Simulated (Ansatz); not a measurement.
## Sensitivity of the G0W0 gap of Cs2AgBiBr6 (Fm-3m)

Aim: change settings of a G0W0 run on Cs2AgBiBr6 (Fm-3m) and see what moves.

Program: Ansatz 0.2.0. Level of theory: G0W0 on PBE, plane waves, PAW. Results are calculated unless marked as measured.

In doubt: one-shot GW on d or f shells is unsure, so the values of those runs are not to be relied on.

## (1) The structure

The structure is cubic, space group Fm-3m (No. 225). Conventional cell: a = 11.232 Å, b = 11.232 Å, c = 11.232 Å, α = 90.00°, β = 90.00°, γ = 90.00°. Nearest to Cs lie 12 Br at 3.97 Å. Ag has 6 Br at 2.80 Å nearest. Bi has 6 Br at 2.81 Å nearest. Nearest to Br lie 1 Ag at 2.80 Å and 1 Bi at 2.81 Å and 4 Cs at 3.97 Å. Farther neighbours and most contacts between anions are not listed.

Structure file:

```cif
data_structure
_symmetry_space_group_name_H-M 'P 1'
_symmetry_Int_Tables_number 1
_cell_length_a 7.9424
_cell_length_b 7.9424
_cell_length_c 7.9424
_cell_angle_alpha 60.000
_cell_angle_beta 60.000
_cell_angle_gamma 60.000
_cell_volume 354.27
loop_
_atom_site_label
_atom_site_type_symbol
_atom_site_fract_x
_atom_site_fract_y
_atom_site_fract_z
_atom_site_occupancy
Cs1 Cs 0.25000 0.25000 0.25000 1
Cs2 Cs 0.75000 0.75000 0.75000 1
Ag3 Ag 0.50000 0.50000 0.50000 1
Bi4 Bi 0.00000 0.00000 0.00000 1
Br5 Br 0.25055 0.74945 0.25055 1
Br6 Br 0.25055 0.74945 0.74945 1
Br7 Br 0.74945 0.25055 0.74945 1
Br8 Br 0.74945 0.25055 0.25055 1
Br9 Br 0.25055 0.25055 0.74945 1
Br10 Br 0.74945 0.74945 0.25055 1
```

The cell and positions come from the Crystallography Open Database and are kept as given unless a step says otherwise. Spin-orbit coupling is left out unless a step names it. The default PAW set here is soft_2. Its files were made with PBE.

## (2) The base run: 2×2×2 mesh, 1057 empty bands, screening to 120 eV

Now the one-shot GW correction: screening in the RPA, then the self-energy of the levels asked for.

Contents of input.yaml:

```yaml
crystal:
  lattice:
    - [0.0, 5.6161, 5.6161]
    - [5.6161, 0.0, 5.6161]
    - [5.6161, 5.6161, 0.0]
  atoms:
    - { symbol: Cs, position: [0.25, 0.25, 0.25] }
    - { symbol: Cs, position: [0.75, 0.75, 0.75] }
    - { symbol: Ag, position: [0.5, 0.5, 0.5] }
    - { symbol: Bi, position: [0.0, 0.0, 0.0] }
    - { symbol: Br, position: [0.25055, 0.74945, 0.25055] }
    - { symbol: Br, position: [0.25055, 0.74945, 0.74945] }
    - { symbol: Br, position: [0.74945, 0.25055, 0.74945] }
    - { symbol: Br, position: [0.74945, 0.25055, 0.25055] }
    - { symbol: Br, position: [0.25055, 0.25055, 0.74945] }
    - { symbol: Br, position: [0.74945, 0.74945, 0.25055] }
kpoints:
  mp_grid: { grid: [2, 2, 2] }
hamiltonian:
  xc: pbe
scf:
  occupations: { method: fixed }
gw:
  n_empty_bands: 1057
  ecut_chi: 120.0
  qp_bands: [v3, c3]
  qp_kpoints: band_edges
  screening: { model: contour_deformation }
```

On the command line:

```sh
> ansatz run input.yaml --threads 3 --pin off --max-ram 92160MiB --backend cuda --events-out ev --progress --plain --runs-dir out --devices 1 --max-vram 13GiB  # rebuilt from the run's record
```

Numbers of over 12 decimals in the logs are rounded to 6 here.

Log:

```text
GPUs: using 1 of 1 available (devices: 1).
Engine: ansatz 0.2.0, x86_64-unknown-linux-gnu
Pseudopotentials: kind: paw
Pseudopotential: Cs, paw, valence charge 9, recommended cutoff 420 eV (normal), Cs.paw.azcp
Pseudopotential: Ag, paw, valence charge 19, recommended cutoff 420 eV (normal), Ag.paw.azcp
Pseudopotential: Bi, paw, valence charge 15, recommended cutoff 420 eV (normal), Bi.paw.azcp
Pseudopotential: Br, paw, valence charge 7, recommended cutoff 420 eV (normal), Br.paw.azcp
Functional definition: PBE
  parameter kappa = 0.804
  parameter beta = 0.066725
  exchange = pbe_x(kappa = kappa, mu = beta*pi^2/3)
  correlation = pbe_c(beta = beta)
device memory: the entry about to start is reckoned to put 4.4 GiB on a device that reports 19.0 GiB free (of which the cap on the GPU budget leaves the run 13.0 GiB)
GPU FFT provider: cuFFT
GPU libraries: cuBLAS 13.8.2, cuFFT 12.4.0, cuSOLVER 12.3.4
Crystal: 10 atoms, lattice volume = 354.270 Å³
Basis set: ecut = 420 eV, 6879 PW (Γ)
Bands: 57, of which v1, the nominal top of the filled ones, is band 47 counted from 1 (46 counted from 0)
Symmetry: 48 space group operations
Space group: Fm-3m (ITA 225), of the structure as read, at distance tolerance 7.1e-5 Å
k-points: 3 of 8
Non-local potential: Cs, projectors of the file, l = 0: 3, l = 1: 2, l = 2: 2, l = 3: 2
Non-local potential: Ag, projectors of the file, l = 0: 3, l = 1: 2, l = 2: 2, l = 3: 1
Non-local potential: Bi, projectors of the file, l = 0: 2, l = 1: 2, l = 2: 2, l = 3: 2
Non-local potential: Br, projectors of the file, l = 0: 2, l = 1: 2, l = 2: 2
PAW form: soft (Blöchl's): semilocal exchange-correlation on the pseudo side does not see the compensation charge
PAW one-centre angular grid: Cs, 194 points (default); XC on 64 Gauss nodes
PAW one-centre angular grid: Ag, 590 points (default); XC on 64 Gauss nodes
PAW one-centre angular grid: Bi, 590 points (default); XC on 64 Gauss nodes
PAW one-centre angular grid: Br, 110 points (default); XC on 64 Gauss nodes
Initial density: superposition of atomic densities (neutral atoms: chi_scale 0, normalization atom), corrected by the library's trained network
Initial wavefunctions: pseudopotential atomic-orbital guess
GPU buffer pool allocated for 157464 grid points (all kernels)
GPU transforms: local potential and band sums: pruned to the plane-wave sphere, on 54×54×54
Functional: x = pbe(κ = 0.804, μ = 0.219515), c = pbe(β = 0.066725)
SCF iter   1: F=—  HF=-48038.825932 eV  |F-HF|=—  |Δ(HF+E_count)|=         —  Δρ=6.39e-4  dr2=2.60e-3  ethr=1.77e-3  ⟨swp⟩=5.3  Hψ=594  notcnv=0  defer=21
preconditioner: auto → Resta (q_TF=auto, 2.187 Å⁻¹)  ε∞=3.6  [insulator: Δε(μ)=1.245 eV  Ē_g=10.313 eV  n_scr=58 (ndim 8)  ℏωp=16.7 eV  f_vac=0.040  ε∞_Penn≈3.6]
[...]
NSCF: frozen V_eff on 3 k-points
G₀W₀ screening: q 1/3
[... further progress lines ...]
device memory: the entry about to start is reckoned to put 1.4 GiB on a device that reports 19.4 GiB free (of which the cap on the GPU budget leaves the run 13.0 GiB)
NSCF: frozen V_eff on 1 k-points
device memory: the entry about to start is reckoned to put 1.4 GiB on a device that reports 19.4 GiB free (of which the cap on the GPU budget leaves the run 13.0 GiB)
NSCF: frozen V_eff on 1 k-points
SCF converged after 6 iterations
Free energy (F): -48038.831664 eV
Harris-Foulkes:  -48038.831664 eV  (|F-HF|=6.40e-9)
Internal energy: -48038.831664 eV  (E = F + TS)
E sigma→0 (E₀):  -48038.831664 eV
Fermi energy:    4.467299 eV
--- Per-component energies (eV) ---
  E_band       = -797.612010
  E_kinetic    = 1917.401362
  E_local      = -8313.720587  (includes V_loc(G=0)·N_el)
  E_nonlocal   = 1129.057446
  E_hartree    = 3268.780947
  E_xc         = -2273.417228
  E_vxc        = -1255.086492  (∫ρ·V_xc dr)
  E_paw        = -38180.965163  (= ΣΔE_a)
  E_vpaw       = -812.835067  (= ΣTr[D̂ρ^β])
  E_aug_tail   = -0.000082  (compensation charges beyond the density's cutoff)
  E_ewald      = -5585.968359
  E_smearing   = -0.000000  (= −TS)
  E_closure    = -0.000000  (closes the sum)
  Σ components = -48038.831664   (vs F -48038.831664, Δ=0.00e0)
--- Band table (eV) ---
  k-point 0: bands = [... 43 lower, 3.2209, 3.2209, 3.7748, 3.7748, 6.7482, 6.7482, 6.7482, 8.0610, ... 6 higher]
  k-point 1: bands = [... 43 lower, 2.9219, 3.0703, 3.1829, 3.1829, 5.7010, 8.1537, 8.1537, 9.3734, ... 6 higher]
  k-point 2: bands = [... 43 lower, 2.8871, 3.2041, 3.7690, 4.4673, 7.2559, 7.2559, 7.6269, 8.8064, ... 6 higher]
--- G₀W₀: contour deformation, 7 samples at zero and on the imaginary axis and 2 off it, 8 q-points, 1057 empty bands' worth ---
  eigenvalues of the whole cell's RPA ε∞ on this k-mesh (on a slab, of 1 + 4πα/V) = 5.8051, 5.8051, 5.8051; static W/v taken at q = 0 is 0.172264
  gw.qp_kpoints: band_edges: 3 of 3 stored k-points solved, in 1 pass; an edge of the gap read off the rows below is read off those points alone
    ik  band        ε_KS         Σx   Σc(E_QP)       V_xc       Z   E_QP_lin       E_QP  E_QP is
     0    45      3.2209   -19.8580     2.7246   -16.0215  0.7435     2.0734     2.1091  root
     0    46      3.7748   -26.6134     3.2267   -22.6073  0.7400     2.9800     2.9955  root
     0    47      3.7748   -26.6134     3.2267   -22.6073  0.7400     2.9800     2.9955  root
     0    48      6.7482    -9.4779    -3.5191   -13.3134  0.7779     7.0665     7.0646  root
     0    49      6.7482    -9.4779    -3.5191   -13.3134  0.7779     7.0665     7.0646  root
     0    50      6.7482    -9.4779    -3.5191   -13.3134  0.7779     7.0665     7.0646  root
     1    45      3.0703   -18.7968     1.7414   -16.2431  0.7524     2.2411     2.2579  root
     1    46      3.1829   -23.2056     3.1310   -19.1260  0.7392     2.2056     2.2343  root
[...]
2    47      4.4673   -24.3395     2.2863   -21.3670  0.7549     3.7712     3.7810  root
     2    48      7.2559   -10.3862    -3.6214   -14.3640  0.7676     7.6151     7.6122  root
     2    49      7.2559   -10.3862    -3.6214   -14.3640  0.7676     7.6151     7.6122  root
     2    50      7.6269   -10.8628    -3.7294   -14.9798  0.7589     8.0185     8.0144  root
```

Wall time 13 s (1 × NVIDIA H100 80GB HBM3 (shared by 6 runs) with 3 threads of AMD EPYC 7R13 (Zen 3), shared host); peak memory 2.3 GiB; 16 s of CPU time.

Reading the cycles: dr2 is the Hartree energy of the density residual (eV), the measure of convergence; HF is the Harris–Foulkes estimate of the energy, which meets the free energy F at convergence.

This step gave:

```yaml
bands_summed: 1104
rpa_eps_infinity_on_this_mesh_eigenvalues: 5.805, 5.805, 5.805
plane_waves_in_the_screening_matrix: 1067
q_points_in_the_mesh: 8
g0w0_gap_on_the_mesh: 2.225 eV
k_of_the_valence_top: 0, -0.5, -0.5
k_of_the_conduction_bottom: 0, 0, -0.5
starting_gap_on_the_mesh: 1.234 eV
z_at_the_valence_top: 0.7549
z_at_the_conduction_bottom: 0.7815
least_direct_g0w0_gap_on_the_computed_points: 3.748 eV
```

The gap on the mesh goes from 1.23 eV to 2.22 eV, a correction of +0.99 eV. Between the two edge states, bare exchange in place of the xc potential would open the gap by 6.82 eV, and correlation takes back 5.83 eV.

## (3) Variant: accuracy level

Changes to input.yaml since step 2:

```diff
@@ -23,4 +23,4 @@
 gw:
-  n_empty_bands: 1057
-  ecut_chi: 120.0
+  n_empty_bands: 804
+  ecut_chi: 100
   qp_bands: [v3, c3]
@@ -28 +28,2 @@
   screening: { model: contour_deformation }
+accuracy: low
```

Log:

```text
settings of this run that can trade accuracy for cost: accuracy: low. Do not mix this run's numbers with those of runs without the same settings; the input reference describes each key
GPUs: using 1 of 1 available (devices: 1).
[...]
GPU FFT provider: cuFFT
GPU libraries: cuBLAS 13.8.2, cuFFT 12.4.0, cuSOLVER 12.3.4
Crystal: 10 atoms, lattice volume = 354.270 Å³
Basis set: ecut = 420 eV, 6879 PW (Γ)
Bands: 57, of which v1, the nominal top of the filled ones, is band 47 counted from 1 (46 counted from 0)
[... 1 set-up line as in the run before ...]
[...]
k-points: 3 of 8
[...]
GPU buffer pool allocated for 157464 grid points (all kernels)
[...]
SCF iter   1: F=—  HF=-48038.825932 eV  |F-HF|=—  |Δ(HF+E_count)|=         —  Δρ=6.39e-4  dr2=2.60e-3  ethr=1.77e-3  ⟨swp⟩=5.3  Hψ=594  notcnv=0  defer=21
[...]
SCF iter   6: F=-48038.831664 eV  HF=-48038.831664 eV  |F-HF|=6.40e-9  |Δ(HF+E_count)|=   8.56e-7  Δρ=3.03e-6  dr2=4.31e-8  ethr=1.06e-10  ⟨swp⟩=17.7  Hψ=938  notcnv=0
SCF 1 converged in 6 iterations: F = -48038.831664 eV  dr2 = 4.31e-8
[...]
NSCF: frozen V_eff on 3 k-points
[...]
G₀W₀ screening: q 1/3
[... further progress lines ...]
[...]
SCF converged after 6 iterations
Free energy (F): -48038.831664 eV
[...]
Internal energy: -48038.831664 eV  (E = F + TS)
E sigma→0 (E₀):  -48038.831664 eV
Fermi energy:    4.467299 eV
[...]
--- Band table (eV) ---
  k-point 0: bands = [... 43 lower, 3.2209, 3.2209, 3.7748, 3.7748, 6.7482, 6.7482, 6.7482, 8.0610, ... 6 higher]
  k-point 1: bands = [... 43 lower, 2.9219, 3.0703, 3.1829, 3.1829, 5.7010, 8.1537, 8.1537, 9.3734, ... 6 higher]
  k-point 2: bands = [... 43 lower, 2.8871, 3.2041, 3.7690, 4.4673, 7.2559, 7.2559, 7.6269, 8.8064, ... 6 higher]
[...]
bands read: the sum over 851 bands ends inside a degenerate multiplet in 1 slot, whose members it reads at an even weight; the widest, k=0: bands 850 to 852 (counted from 1) at 2/3 each
[...]
0    45      3.2209   -19.8580     2.8166   -16.0215  0.7442     2.1715     2.2010  root
     0    46      3.7748   -26.6134     3.3082   -22.6073  0.7409     3.0648     3.0770  root
     0    47      3.7748   -26.6134     3.3082   -22.6073  0.7409     3.0648     3.0770  root
     0    48      6.7482    -9.4779    -3.4504   -13.3134  0.7781     7.1360     7.1332  root
     0    49      6.7482    -9.4779    -3.4504   -13.3134  0.7781     7.1360     7.1332  root
     0    50      6.7482    -9.4779    -3.4504   -13.3134  0.7781     7.1360     7.1332  root
     1    45      3.0703   -18.7968     1.8453   -16.2431  0.7535     2.3495     2.3619  root
     1    46      3.1829   -23.2056     3.2121   -19.1260  0.7378     2.2940     2.3154  root
[...]
2    47      4.4673   -24.3395     2.3896   -21.3670  0.7559     3.8774     3.8844  root
     2    48      7.2559   -10.3862    -3.5426   -14.3640  0.7681     7.6954     7.6911  root
     2    49      7.2559   -10.3862    -3.5426   -14.3640  0.7681     7.6954     7.6911  root
     2    50      7.6269   -10.8628    -3.6445   -14.9798  0.7595     8.1053     8.0993  root
```

The job ended after 17 s (1 × NVIDIA H100 80GB HBM3 (shared by 6 runs) with 3 threads; peak memory 1.9 GiB).

The G0W0 gap on the mesh is 2.190 eV.

Against the base:

```csv
setting,base,variant
empty bands,1057,804
screening cutoff (eV),120.0,100
accuracy,-,low
```

```csv
quantity,variant,base
starting gap on the mesh,1.234,1.234
G0W0 gap on the mesh,2.190,2.225
least direct G0W0 gap on the computed points,3.712,3.748
Z at the valence top,0.756,0.755
Z at the conduction bottom,0.782,0.781
```

## (4) Outcome

* base: 2.22 eV, 13 s
* accuracy level: 2.19 eV, 17 s

What this shows: Accuracy level: the gap moves by −0.03 eV. The variant differs from the base in empty bands, screening cutoff and accuracy together, so the change can't be laid to one of them. All runs here use a coarse mesh and modest cutoffs; they test settings and are not final values. The 2×2×2 mesh is coarse for this cell (its supercell is 16 Å along the shortest edge). The RPA ε∞ on it, from the PBE start, is 5.81; such meshes misread the long-range screening, most where the gap is narrow. Where an edge is built on 6p states of lead, bismuth or thallium, scalar-relativistic gaps usually stand too wide, by a few tenths to over one eV. A d shell, filled or nearly so, lies near the gap. One-shot GW converges very slowly in bands there, not always from below, and on a semilocal start the gap tends to come out low; starts rich in exact exchange can overshoot instead. The many-body steps are scalar-relativistic: spin-orbit coupling is not in them.

[Paths, hosts, dates, memory and timing lines, banners, echoed tables and standing remarks are left out of the program output.]

[Logs are printed without paths, hosts, clocks, repeated set-up lines and the standing remarks that a program may print on its own settings, such as how far it seeks lower states.]

[Runs of the session that timed out or met a known fault of the program may be left out.]

[Cells called generated may have been cut or substituted from an entry of the Crystallography Open Database or the Materials Project.]

[Hosts, paths, dates, database ids (printed as entryN), source tags and the programs' standing remarks are cut or masked in the printed files.]
